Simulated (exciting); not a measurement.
**Core excitons at the S L₂,₃ edge of ZnS (Wurtzite-2H)**

Aim: the S L₂,₃ absorption edge of ZnS (Wurtzite-2H) with the electron–hole interaction treated explicitly, and what each term of the kernel does.

Program: exciting sodium. Level of theory: X-ray absorption, core-level Bethe-Salpeter equation, exchange and statically screened direct term, Tamm-Dancoff, all-electron LAPW+lo LDA. Results are calculated unless marked as measured.

The database entry behind the starting cell differs from later determinations by our own check (about 0.4 % short), so it need not match the best structure at ambient conditions.

## (1) The structure

Symmetry: P6_3mc, No. 186, hexagonal system. The conventional cell has a = 3.811 Å, b = 3.811 Å, c = 6.234 Å, α = 90.00°, β = 90.00°, γ = 120.00°. Zn has 4 S at 2.31 to 2.40 Å nearest. Nearest to S lie 4 Zn at 2.31 to 2.40 Å. Farther neighbours and most contacts between anions are not listed.

Coordinates:

```cif
data_structure
_symmetry_space_group_name_H-M 'P6_3mc'
_symmetry_Int_Tables_number 186
_cell_length_a 3.8110
_cell_length_b 3.8110
_cell_length_c 6.2340
_cell_angle_alpha 90.000
_cell_angle_beta 90.000
_cell_angle_gamma 120.000
_cell_volume 78.41
loop_
_atom_site_label
_atom_site_type_symbol
_atom_site_symmetry_multiplicity
_atom_site_Wyckoff_symbol
_atom_site_fract_x
_atom_site_fract_y
_atom_site_fract_z
_atom_site_occupancy
Zn1 Zn 2 b 0.66667 0.33333 0.50000 1
S1 S 2 b 0.66667 0.33333 0.88500 1
```

Differences between curves are given as r.m.s. difference over r.m.s. height.

## (2) Ground state

The species files are the program's own, with muffin-tin radii set in the input.

input.xml

```
<input>
  <title>ZnS</title>
  <structure speciespath="." autormt="false" epslat="1.0e-5">
    <crystal>
      <basevect>7.2017462596 0.0000000000 0.0000000000</basevect>
      <basevect>-3.6008731298 6.2368952124 0.0000000000</basevect>
      <basevect>0.0000000000 0.0000000000 11.7805526588</basevect>
    </crystal>
    <species speciesfile="Zn.xml" rmt="2.240">
      <atom coord="0.6666666667 0.3333333333 0.5000000000"/>
      <atom coord="0.3333333333 0.6666666667 0.0000000000"/>
    </species>
    <species speciesfile="S.xml" rmt="2.002">
      <atom coord="0.6666666667 0.3333333333 0.8850000000"/>
      <atom coord="0.3333333333 0.6666666667 0.3850000000"/>
    </species>
  </structure>
  <groundstate do="fromscratch" xctype="LDA_PW" ngridk="5 5 2" rgkmax="7" gmaxvr="14" nempty="8" swidth="0.001" maxscl="100" epsengy="1e-5"/>
</input>
```

The run is started by

```bash
> OMP_NUM_THREADS=1 mpirun -n 2 exciting
```

What it wrote:

```text
EXCITING SODIUM started
********************************************************************************
* Ground-state run starting from atomic densities                              *
********************************************************************************
+ Starting initialization                                                      +
 Lattice vectors (cartesian) :
      7.2017462596      0.0000000000      0.0000000000
     -3.6008731298      6.2368952124      0.0000000000
      0.0000000000      0.0000000000     11.7805526588
 Reciprocal lattice vectors (cartesian) :
      0.8724530247      0.5037109887     -0.0000000000
      0.0000000000      1.0074219773      0.0000000000
      0.0000000000     -0.0000000000      0.5333523383
 Unit cell volume                           :     529.1416266395
 Brillouin zone volume                      :       0.4687784913
 Species :    1 (Zn)
     parameters loaded from                 :    Zn.xml
     name                                   :    zinc
     nuclear charge                         :     -30.00000000
     electronic charge                      :      30.00000000
     atomic mass                            :  119198.67800000
     muffin-tin radius                      :       2.24000000
     # of radial points in muffin-tin       :     350
     atomic positions (lattice) :
       1 :   0.00000000  0.00000000  0.00000000
       2 :   0.66666667  0.33333333  0.50000000
 Species :    2 (S)
     parameters loaded from                 :    S.xml
     name                                   :    sulphur
     nuclear charge                         :     -16.00000000
     electronic charge                      :      16.00000000
     atomic mass                            :   58452.74216000
     muffin-tin radius                      :       2.00200000
     # of radial points in muffin-tin       :     300
     atomic positions (lattice) :
       1 :   0.00000000  0.00000000  0.38500000
       2 :   0.66666667  0.33333333  0.88500000
 Total number of atoms per unit cell        :       4
 Spin treatment                             :    spin-unpolarised
 Number of Bravais lattice symmetries       :      24
 Number of crystal symmetries               :      12
 k-point grid                               :       5    5    2
 Total number of k-points                   :      10
 k-point set is reduced with crystal symmetries
 R^MT_min * |G+k|_max (rgkmax)              :       7.00000000
 Species with R^MT_min                      :       2 (S)
 Maximum |G+k| for APW functions            :       3.49650350
 Maximum |G| for potential and density      :      14.00000000
 G-vector grid sizes                        :      36    36    54
 Total number of G-vectors                  :   24527
 Maximum angular momentum used for
     APW functions                          :       8
     computing H and O matrix elements      :       8
     potential and density                  :       8
     inner part of muffin-tin               :       2
 Total nuclear charge                       :     -92.00000000
 Total electronic charge                    :      92.00000000
 Total core charge                          :      44.00000000
 Total valence charge                       :      48.00000000
 Number of empty states                     :       8
 Total number of valence states             :      33
 Maximum Hamiltonian size                   :     422
 Maximum number of plane-waves              :     390
 Total number of local-orbitals             :      32
 Exchange-correlation type                  :       3
     Perdew-Wang, Phys. Rev. B 45, 13244 (1992)
 Smearing scheme                            :    Gaussian
 Smearing width                             :       0.00100000
 Using multisecant Broyden potential mixing
+ Ending initialization                                                        +
********************************************************************************
* Groundstate module started                                                   *
********************************************************************************
 Output level for this task is set to normal
+ Self-consistent loop started                                                 +
 Density and potential initialised from atomic data
+ SCF iteration number :    1                                                  +
 Total energy                               :     -4375.45933036
 _______________________________________________________________
 Fermi energy                               :         0.14300417
 Kinetic energy                             :      4454.26618937
 Coulomb energy                             :     -8643.18018710
 Exchange energy                            :      -178.70955160
 Correlation energy                         :        -7.83578102
 DOS at Fermi energy (states/Ha/cell)       :         0.00000000
 Electron charges :
     core                                   :        44.00000000
     core leakage                           :         0.00098874
     valence                                :        48.00000000
     interstitial                           :         6.65415578
     charge in muffin-tin spheres :
                  atom     1    Zn          :        28.49926481
                  atom     2    Zn          :        28.49926481
                  atom     3     S          :        14.17365730
                  atom     4     S          :        14.17365730
     total charge in muffin-tins            :        85.34584422
     total charge                           :        92.00000000
 Estimated fundamental gap                  :         0.08665147
        valence-band maximum at    1      0.0000  0.0000  0.0000
     conduction-band minimum at    1      0.0000  0.0000  0.0000
[... further iterations ...]
| Convergence targets achieved. Performing final SCF iteration                 +
 Total energy                               :     -4383.02500892
 _______________________________________________________________
 Fermi energy                               :         0.14970126
 Kinetic energy                             :      4449.73056689
 Coulomb energy                             :     -8646.00826497
 Exchange energy                            :      -178.90906959
 Correlation energy                         :        -7.83824126
 DOS at Fermi energy (states/Ha/cell)       :         0.00000000
 Electron charges :
     core                                   :        44.00000000
     core leakage                           :         0.00097545
     valence                                :        48.00000000
     interstitial                           :         6.80030847
     charge in muffin-tin spheres :
                  atom     1    Zn          :        28.66562312
                  atom     2    Zn          :        28.66562312
                  atom     3     S          :        13.93422264
                  atom     4     S          :        13.93422264
     total charge in muffin-tins            :        85.19969153
     total charge                           :        92.00000000
 Estimated fundamental gap                  :         0.07286199
        valence-band maximum at    1      0.0000  0.0000  0.0000
     conduction-band minimum at    1      0.0000  0.0000  0.0000
+ Self-consistent loop stopped                                                 +
 STATE.OUT is written
********************************************************************************
* Groundstate module stopped                                                   *
********************************************************************************
 Total time spent (seconds)                 :       109.37
| EXCITING SODIUM stopped                                                      =
```

Wall time 1.9 min (2 MPI ranks of Arm Neoverse N1, shared host).

The mesh shows a gap of 1.98 eV. Core levels (Dirac, from the valence top):

| atom | level | energy (eV) |
| --- | --- | --- |
| Zn | 2s1/2 | -1151.4 |
| Zn | 2p1/2 | -1014.7 |
| Zn | 2p3/2 | -990.9 |
| Zn | 3s1/2 | -124.2 |
| S | 1s1/2 | -2389.9 |
| S | 2s1/2 | -203.8 |
| S | 2p1/2 | -150.3 |
| S | 2p3/2 | -149.1 |

## (3) A richer basis for the empty states

Each species file gets more local orbitals, built from u and its energy derivative at 0.15 Ha and u at 0.9 Ha.

input.xml is that of step 2.

SPECIES.xml, added lines

```
<lo l="L">  <!-- L = 0, 1, 2 -->
  <wf matchingOrder="0" trialEnergy="0.1500" searchE="false"/>
  <wf matchingOrder="1" trialEnergy="0.1500" searchE="false"/>
  <wf matchingOrder="0" trialEnergy="0.9000" searchE="false"/>
</lo>
```

The run is started by

```bash
> OMP_NUM_THREADS=1 mpirun -n 2 exciting
```

What it wrote:

```text
EXCITING SODIUM started
********************************************************************************
* Ground-state run starting from atomic densities                              *
********************************************************************************
+ Starting initialization                                                      +
[... lattice and species ...]
 Spin treatment                             :    spin-unpolarised
 Number of Bravais lattice symmetries       :      24
[...]
valence-band maximum at    1      0.0000  0.0000  0.0000
     conduction-band minimum at    1      0.0000  0.0000  0.0000
+ Self-consistent loop stopped                                                 +
 STATE.OUT is written
********************************************************************************
* Groundstate module stopped                                                   *
********************************************************************************
 Total time spent (seconds)                 :        45.87
| EXCITING SODIUM stopped                                                      =
[key lines of the parts left out:]
Total energy                               :     -4383.02657832
Fermi energy                               :         0.15010814
```

Wall time 46 s (2 MPI ranks).

Against the first ground state the total energy moves by -11 meV an atom and the gap by 0.00 eV.

(Continued in part 2 of 3.)

[Banner, clock and machine lines of the logs are left out without a mark of their own.]

[Logs are printed without paths, hosts, clocks, repeated set-up lines and the standing remarks that a program may print on its own settings, such as how far it seeks lower states.]

[Hosts, paths, dates, database ids (printed as entryN), source tags and the programs' standing remarks are cut or masked in the printed files.]
